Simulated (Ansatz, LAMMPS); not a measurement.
# Static equation of state of glassy 71P2O5-6Al2O3-18BaO-6Fe2O3 (mol %) (100 atoms)

Density of this cell: 2.95 g/cm³. The cell holds 100 atoms: 24 P, 2 Al, 3 Ba, 2 Fe and 69 O. Its edges and angles: a = 11.260 Å, b = 11.355 Å, c = 10.703 Å, α = 90.2°, β = 87.5°, γ = 91.3°. The starting structure: 100 atoms (24 P, 2 Al, 3 Ba, 2 Fe, 69 O) placed at random at 2.81 g/cm³, melted at 4000 K for 10 ps at fixed volume with the Morse and Coulomb pair potential with partial charges (Pedone, Malavasi, Menziani, Cormack and Segre, J. Phys. Chem. B 110, 11780 (2006)). Quenched from 4000 K to 300 K at 10 K/ps and fixed volume, held 10 ps at zero pressure, then minimised at fixed cell.

Calculated with Ansatz 0.2.0: Kohn-Sham DFT, PBEsol, PAW (set soft_2), plane waves; cutoff 420 eV, Γ point, fermi-dirac smearing of 0.025 eV, spin polarised, started with 2 parallel moments, ending at -10.0 μB in the cell. Cell and atoms were relaxed first, to V0 = 13.668 Å³ an atom at a residual P0 = 0.012 GPa. The cell was then scaled evenly, and the atoms were relaxed at each volume.

| volume (Å³/atom) | pressure (GPa) |
| --- | --- |
| 12.301 | 3.116 |
| 12.848 | ? |
| 13.258 | 1.032 |
| 14.078 | -0.8998 |
| 14.488 | -1.720 |

Task: Fit the third-order Birch–Murnaghan equation to the rows given and interpolate to the withheld row.

Worked fit:

Take the Eulerian strain f = ½[(V0/V)^(2/3) − 1] and the normalised pressure F = (P − P0) / [3f(1 + 2f)^(5/2)]. The third-order Birch–Murnaghan equation is then the line F = B0 + (3/2)B0(B′ − 4) f, so u = f and v = F.

```
      u = f  v = F (GPa)
  0.0363830      23.8568
  0.0102569      31.5053
-0.00975663      32.7288
 -0.0190506      33.3976
```

With n = 4: mean u = 0.00445814, mean v = 30.3721, Σ(u − ū)² = 0.0018075, Σ(u − ū)(v − v̄) = -0.30606. Slope b = -0.30606 / 0.0018075 = -169.32; intercept a = v̄ − b ū = 31.127.

So B0 = a = 31.1 GPa and B′ = 4 + 2b/(3a) = 0.374. At the withheld volume f = 0.02106, F = a + b f = 27.56 GPa, and P = P0 + 3f(1 + 2f)^(5/2) F.

Prediction at 12.848: 1.942 GPa. The run gave 1.640 GPa, so the fit is high by 0.30 GPa (18 % of the value).

The series isn't one smooth equation of state: even a line fitted to all rows, the withheld one included, misses F by up to 13.3 %, the count of bonds changes along the series and an atom moves over 0.5 Å in some relaxation. B0 and B′ are then only the numbers of this fit, not moduli of the material. Among the rows given, the largest miss of the fit is at 12.301, by 0.14 GPa (3.0 % of the range of the table).

Limits: Static cells at zero temperature; the cell shape is held. The program notes that the SCF threshold of these relaxations is loose for the stress. The quench rate of 10 K/ps is many orders above laboratory rates, so the cell is likely richer in defects and strain than a real sample. The network of bonds at the start is that of the classical potential that made the cell, and needn't be the one that DFT or experiment would give. Without a Hubbard term or exact exchange, open shells on Fe are likely too delocalised. Only the Γ point is sampled, in a cell whose shortest periodic width is 11 Å.

[Logs are printed without paths, hosts, clocks, repeated set-up lines and the standing remarks that a program may print on its own settings, such as how far it seeks lower states.]

[Hosts, paths, dates, database ids (printed as entryN), source tags and the programs' standing remarks are cut or masked in the printed files.]
